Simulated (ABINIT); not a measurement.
# InH (Fm-3m): zone-centre phonons, part 2 of 3

Aim: the zone-centre modes of InH (Fm-3m).

ABINIT 10.8.3; DFT PBE, scalar-relativistic, plane waves, PseudoDojo norm-conserving pseudopotentials.

So far. Step 5 (Relaxation): The volume changes by +1.3 % in this run and stands -18.7 % from the first cell. Step 6 (Ground state): The cell stands at -0.49 GPa: the relaxation ran with a smoothed and higher cutoff and on another k mesh. The relaxed cell has a = 5.039 Å (conventional setting).

The structure was built from a prototype and need not be the compound's stable phase.

## 7. Linear response at Γ

At q = 0 one unit cell holds all displacements. The response is solved for single atoms along the cell's directions, and symmetry skips those that follow from others. The crystal is treated as a metal, which screens a static field, so no field response is asked.

dfpt_gamma.abi

```

# common to the responses
getwfk_filepath "gso_WFK"
kptopt 2
nqpt 1
qpt 0.0 0.0 0.0
asr 0
chneut 0

# displacements
rfphon 1
rfatpol 1 2
rfdir 1 1 1
tolvrs 1.0d-10
prtwf 0

# basis, mesh and filling
ecut 32.0
ngkpt 12 12 12
nshiftk 1
shiftk 0.0 0.0 0.0
istwfk *1
occopt 3
tsmear 0.01
nband 13
nstep 100
diemac 1000000.0
prtebands 0
prtgsr 0
useylm 1

# cell and atoms
acell 6.733827423 6.733827423 6.733827423
rprim 
    0.0 0.7071067812 0.7071067812
    0.7071067812 0.0 0.7071067812
    0.7071067812 0.7071067812 0.0
ntypat 2
znucl 49 1
natom 2
typat 1 2
xred 
    0.0 0.0 0.0
    0.5 0.5 0.5
pp_dirpath "./pseudo"
pseudos "In.upf, H.upf"
```

Command:

```
$ OMP_NUM_THREADS=1 mpirun -n 2 abinit dfpt_gamma.abi > dfpt_gamma.log
```

Numbers of over 12 decimals in the logs are rounded to 6 here.

dfpt_gamma.abo, the main output file:

```text
[banners, grids, parts of the stress and lines that vanish by symmetry left out]
- input  file    -> dfpt_gamma.abi
- output file    -> dfpt_gamma.abo
- root for input  files -> dfpt_gammai
- root for output files -> dfpt_gammao

 Symmetries : space group Fm -3 m (#225); Bravais cF (face-center cubic)
================================================================================
 Values of the parameters that define the memory need of the present run (RF).
     intxc =       0      iscf =       7    lmnmax =      18     lnmax =       6
     mgfft =      36  mpssoang =       3    mqgrid =    3001     natom =       2
  nloc_mem =       1    nspden =       1   nspinor =       1    nsppol =       1
      nsym =      48    n1xccc =    2501    ntypat =       2    occopt =       3
   xclevel =       2
-    mband =          13        mffmem =           1         mkmem =         434
-   mkqmem =         434        mk1mem =         434           mpw =        1893
      nfft =       46656          nkpt =         868
- my_mband =          13
================================================================================
================================================================================

--------------------------------------------------------------------------------
------------- Echo of variables that govern the present computation ------------
--------------------------------------------------------------------------------
-
- outvars: echo of selected default values
-   iomode0 =  0 , fftalg0 =312 , wfoptalg0 =  0
-
- outvars: echo of global parameters not present in the input file
-  max_nthreads =    1
-
 -outvars: echo values of preprocessed input variables
 [... echo left out ...]
================================================================================

 chkinp: Checking input parameters for consistency.

[...]
== DATASET  1 ==================================================================
-   mpi_nproc: 2, omp_nthreads: 1 (-1 if OMP is not activated)

--- !DatasetInfo
iteration_state: {dtset: 1, }
dimensions: {natom: 2, nkpt: 868, mband: 13, nsppol: 1, nspinor: 1, nspden: 1, mpw: 1893, }
cutoff_energies: {ecut:  32.0, pawecutdg:  -1.0, }
electrons: {nelect:   1.40000000E+01, charge:   0.00000000E+00, occopt:   3.00000000E+00, tsmear:   1.00000000E-02, }
meta: {optdriver: 1, rfphon: 1, }
...

 mkfilename: getwfk from: gso_WFK

 Real(R)+Recip(G) space primitive vectors, cartesian coordinates (Bohr,Bohr^-1):
 R(1)=  0.0000000  4.7615350  4.7615350  G(1)= -0.1050082  0.1050082  0.1050082
 R(2)=  4.7615350  0.0000000  4.7615350  G(2)=  0.1050082 -0.1050082  0.1050082
 R(3)=  4.7615350  4.7615350  0.0000000  G(3)=  0.1050082  0.1050082 -0.1050082
 Unit cell volume ucvol=  2.1590910E+02 bohr^3
 Angles (23,13,12)=  6.00000000E+01  6.00000000E+01  6.00000000E+01 degrees
 setup1 : take into account q-point for computing boxcut.

 getcut: wavevector=  0.0000  0.0000  0.0000  ngfft=  36  36  36
         ecut(hartree)=     32.000   => boxcut(ratio)=   2.09943

--- Pseudopotential description ------------------------------------------------
- pspini: atom type   1  psp file is ./pseudo/In.upf

- pspini: atom type   2  psp file is ./pseudo/H.upf

   3.59640677E+02                                ecore*ucvol(ha*bohr**3)
--------------------------------------------------------------------------------

 ==>  initialize data related to q vector <==

 The list of irreducible perturbations for this q vector is:
    1)    idir= 1    ipert=   1
    2)    idir= 1    ipert=   2

[...]
The perturbation idir=   2  ipert=   1 is
 symmetric of a previously calculated perturbation.
 So, its SCF calculation is not needed.

 The perturbation idir=   3  ipert=   1 is
 symmetric of a previously calculated perturbation.
 So, its SCF calculation is not needed.

 The perturbation idir=   2  ipert=   2 is
 symmetric of a previously calculated perturbation.
 So, its SCF calculation is not needed.

 The perturbation idir=   3  ipert=   2 is
 symmetric of a previously calculated perturbation.
 So, its SCF calculation is not needed.

--------------------------------------------------------------------------------
 Perturbation wavevector (in red.coord.)   0.000000  0.000000  0.000000
 Perturbation : displacement of atom   1   along direction   1
 Found     4 symmetries that leave the perturbation invariant.

[...]
dfpt_looppert : total number of electrons, from k and k+q
  fully or partially occupied states are    1.400000E+01 and    1.400000E+01.
 Initialisation of the first-order wave-functions :
  ireadwf=   0

--- !BeginCycle
iteration_state: {dtset: 1, }
solver: {iscf: 7, nstep: 100, nline: 4, wfoptalg: 0, }
tolerances: {tolvrs: 1.00E-10, }
...

     iter   2DEtotal(Ha)        deltaE(Ha) residm    vres2
-ETOT  1   3.968201     -1.167E+04 2.367E+01 1.976E+02
 ETOT  2 -0.131207     -4.099E+00 8.953E-02 6.676E+01
 ETOT  3 -0.150430     -1.922E-02 8.372E-04 7.410E+00
 ETOT  4 -0.150946     -5.159E-04 5.341E-05 1.399E+00
 ETOT  5 -0.151582     -6.361E-04 8.556E-06 1.033E-02
[...]
At SCF step   10       vres2   =  4.22E-12 < tolvrs=  1.00E-10 =>converged.
[...]
Mean square residual over all n,k,spin=   71.973E-14; max=  30.666E-11

 Thirteen components of 2nd-order total energy (hartree) are
 1,2,3: 0th-order hamiltonian combined with 1st-order wavefunctions
     kin0=   1.61846782E+04 eigvalue=   8.15714429E+02  local=  -9.11424678E+03
 4,5,6: 1st-order hamiltonian combined with 1st and 0th-order wfs
 loc psp =  -3.48256953E+03  Hartree=   9.89618977E+02     xc=  -1.93719195E+02
 note that "loc psp" includes a xc core correction that could be resolved
 7,8,9: eventually, occupation + non-local contributions
    edocc=   2.54037204E+01     enl0=   2.96751082E+03   enl1=  -1.98673509E+04
 1-9 gives the relaxation energy (to be shifted if some occ is /=2.0)
   erelax=  -1.16749602E+04
 10,11,12 Non-relaxation  contributions : frozen-wavefunctions and Ewald
 fr.local=   1.62704211E+03 fr.nonlo=   9.93060583E+03  Ewald=   1.14362852E+01
 13,14 Frozen wf xc core corrections (1) and (2)
 frxc 1  =  -3.53697482E+02  frxc 2 =   4.59421881E+02
 Resulting in :
 2DEtotal=   -0.1515836556E+00 Ha. Also 2DEtotal=   -0.412480140069E+01 eV
    (2DErelax=   -1.1674960216E+04 Ha. 2DEnonrelax=    1.1674808633E+04 Ha)
    (  non-var. 2DEtotal :   -1.5158461099E-01 Ha)

[...]
Perturbation wavevector (in red.coord.)   0.000000  0.000000  0.000000
 Perturbation : displacement of atom   2   along direction   1
 Found     4 symmetries that leave the perturbation invariant.

--------------------------------------------------------------------------------

--------------------------------------------------------------------------------

 dfpt_looppert : total number of electrons, from k and k+q
  fully or partially occupied states are    1.400000E+01 and    1.400000E+01.
 Initialisation of the first-order wave-functions :
  ireadwf=   0

--- !BeginCycle
iteration_state: {dtset: 1, }
solver: {iscf: 7, nstep: 100, nline: 4, wfoptalg: 0, }
tolerances: {tolvrs: 1.00E-10, }
...

     iter   2DEtotal(Ha)        deltaE(Ha) residm    vres2
-ETOT  1 -4.64655435376482E-02 -4.059E+01 1.261E+00 1.928E+02
[...]
ETOT  8 -0.150882     -2.355E-11 7.848E-09 2.026E-10
 ETOT  9 -0.150882     -1.648E-12 7.848E-10 1.663E-11

 At SCF step    9       vres2   =  1.66E-11 < tolvrs=  1.00E-10 =>converged.
[...]
Mean square residual over all n,k,spin=   21.221E-13; max=  78.477E-11

 Thirteen components of 2nd-order total energy (hartree) are
 1,2,3: 0th-order hamiltonian combined with 1st-order wavefunctions
     kin0=   4.14253714E+01 eigvalue=  -7.30062861E-01  local=  -7.59523347E+00
 4,5,6: 1st-order hamiltonian combined with 1st and 0th-order wfs
 loc psp =  -5.81527570E+01  Hartree=   8.51876979E+00     xc=  -6.44798481E+00
 note that "loc psp" includes a xc core correction that could be resolved
 7,8,9: eventually, occupation + non-local contributions
    edocc=   5.96185232E+00     enl0=  -4.37433616E-01   enl1=  -2.32378007E+01
 1-9 gives the relaxation energy (to be shifted if some occ is /=2.0)
   erelax=  -4.06952789E+01
 10,11,12 Non-relaxation  contributions : frozen-wavefunctions and Ewald
 fr.local=   1.77544144E+01 fr.nonlo=   1.13536976E+01  Ewald=   1.14362852E+01
 13,14 Frozen wf xc core corrections (1) and (2)
 frxc 1  =   0.00000000E+00  frxc 2 =   0.00000000E+00
 Resulting in :
 2DEtotal=   -0.1508816458E+00 Ha. Also 2DEtotal=   -0.410569874144E+01 eV
    (2DErelax=   -4.0695278875E+01 Ha. 2DEnonrelax=    4.0544397229E+01 Ha)
    (  non-var. 2DEtotal :   -1.5088160831E-01 Ha)

[...]
---- first-order wavefunction calculations are completed ----

 ==> Compute Derivative Database <==

 [... matrices left out ...]
  Phonon wavevector (reduced coordinates) :  0.00000  0.00000  0.00000
 Phonon energies in Hartree :
  -1.351627E-03 -1.351627E-03 -1.351627E-03 -8.527959E-06 -8.527959E-06
  -8.527959E-06
 Phonon frequencies in cm-1    :
- -2.966478E+02 -2.966478E+02 -2.966478E+02 -1.871671E+00 -1.871671E+00
- -1.871671E+00

== END DATASET(S) ==============================================================
================================================================================

 -outvars: echo values of variables after computation
            acell      6.7338274230E+00  6.7338274230E+00  6.7338274230E+00 Bohr
           etotal     -1.5088164581E-01
            fcart      0.0000000000E+00  0.0000000000E+00  0.0000000000E+00
           strten      0.0000000000E+00  0.0000000000E+00  0.0000000000E+00
================================================================================
```

Wall time 3.6 min (2 MPI ranks of Arm Neoverse V1, shared host).

Numbers from this step:

```
largest acoustic frequency at the zone centre before the sum rule : -1.87 cm⁻¹
highest optical zone-centre mode (no LO-TO term)                  : -296.6 cm⁻¹
lowest optical zone-centre mode                                   : -296.6 cm⁻¹
```

The acoustic modes at Γ come out as far as 1.9 cm⁻¹ from zero, where they should vanish, a small numerical error. The lowest optical mode is imaginary, 297i cm⁻¹, an instability at this level and on this k mesh.

## 8. Ground state

Scaled from the time of the run at Γ, the full q mesh would overrun the time at hand on this k mesh, so the ground state is made again on a coarser one.

gs.abi

```
# ground state
tolvrs 1.0d-16
prtden 1
prtwf 1
prtpot 1

# basis, mesh and filling
ecut 32.0
ngkpt 8 8 8
nshiftk 1
shiftk 0.0 0.0 0.0
istwfk *1
occopt 3
tsmear 0.01
nband 13
nstep 100
diemac 1000000.0
prtebands 0
prtgsr 0
useylm 1

# cell and atoms
acell 6.733827423 6.733827423 6.733827423
rprim 
    0.0 0.7071067812 0.7071067812
    0.7071067812 0.0 0.7071067812
    0.7071067812 0.7071067812 0.0
ntypat 2
znucl 49 1
natom 2
typat 1 2
xred 
    0.0 0.0 0.0
    0.5 0.5 0.5
pp_dirpath "./pseudo"
pseudos "In.upf, H.upf"
```

Command:

```
$ OMP_NUM_THREADS=1 mpirun -n 2 abinit gs.abi > gs.log
```

gs.abo, the main output file:

```text
[banners, grids, parts of the stress and lines that vanish by symmetry left out]
- input  file    -> gs.abi
- output file    -> gs.abo
- root for input  files -> gsi
[...]
Symmetries : space group Fm -3 m (#225); Bravais cF (face-center cubic)
[...]
mpw =        1893          nfft =       46656          nkpt =          29
[...]
== DATASET  1 ==================================================================
[...]
cutoff_energies: {ecut:  32.0, pawecutdg:  -1.0, }
[...]
ETOT  1  -66.869606677233    -6.687E+01 7.763E-01 3.722E+01
 ETOT  2  -67.001264018393    -1.317E-01 2.401E-02 1.825E+00
 ETOT  3  -67.001774807763    -5.108E-04 4.003E-03 3.574E-02
 ETOT  4  -67.001782981469    -8.174E-06 2.542E-02 6.008E-03
 ETOT  5  -67.001783603710    -6.222E-07 1.947E-03 5.529E-04
[...]
ETOT 11  -67.001783701934     8.242E-13 1.298E-04 2.183E-14
 ETOT 12  -67.001783701932     1.691E-12 1.805E-04 7.276E-17
 At SCF step   12       vres2   =  7.28E-17 < tolvrs=  1.00E-16 =>converged.
[...]
sigma(1 1)=  1.28742491E-05  sigma(3 2)=  0.00000000E+00
  sigma(2 2)=  1.28742491E-05  sigma(3 1)=  0.00000000E+00
  sigma(3 3)=  1.28742491E-05  sigma(2 1)=  0.00000000E+00
[...]
convergence: {deltae:  1.691E-12, res2:  7.276E-17, residm:  1.805E-04, diffor: null, }
etotal    :  -6.70017837E+01
[...]
sigma(1 1)=  1.28742491E-05  sigma(3 2)=  0.00000000E+00
  sigma(2 2)=  1.28742491E-05  sigma(3 1)=  0.00000000E+00
  sigma(3 3)=  1.28742491E-05  sigma(2 1)=  0.00000000E+00
[...]
- sigma(1 1)=  3.78773486E-01  sigma(3 2)=  0.00000000E+00
- sigma(2 2)=  3.78773486E-01  sigma(3 1)=  0.00000000E+00
- sigma(3 3)=  3.78773486E-01  sigma(2 1)=  0.00000000E+00
[...]
fcart     -0.0000000000E+00 -0.0000000000E+00 -0.0000000000E+00
           strten      1.2874249109E-05  1.2874249109E-05  1.2874249109E-05
================================================================================

[key lines of the parts left out:]
pressure_GPa:  -3.7877E-01
```

Run time: 16 s. Hardware: 2 MPI ranks.

Read from the output:

```
pressure : -0.3788 GPa
```

(Continued in part 3 of 3.)

[Host names and launcher messages were left out of these logs when they were recorded.]

[Logs are printed without paths, hosts, clocks, repeated set-up lines and the standing remarks that a program may print on its own settings, such as how far it seeks lower states.]

[Hosts, paths, dates, database ids (printed as entryN), source tags and the programs' standing remarks are cut or masked in the printed files.]
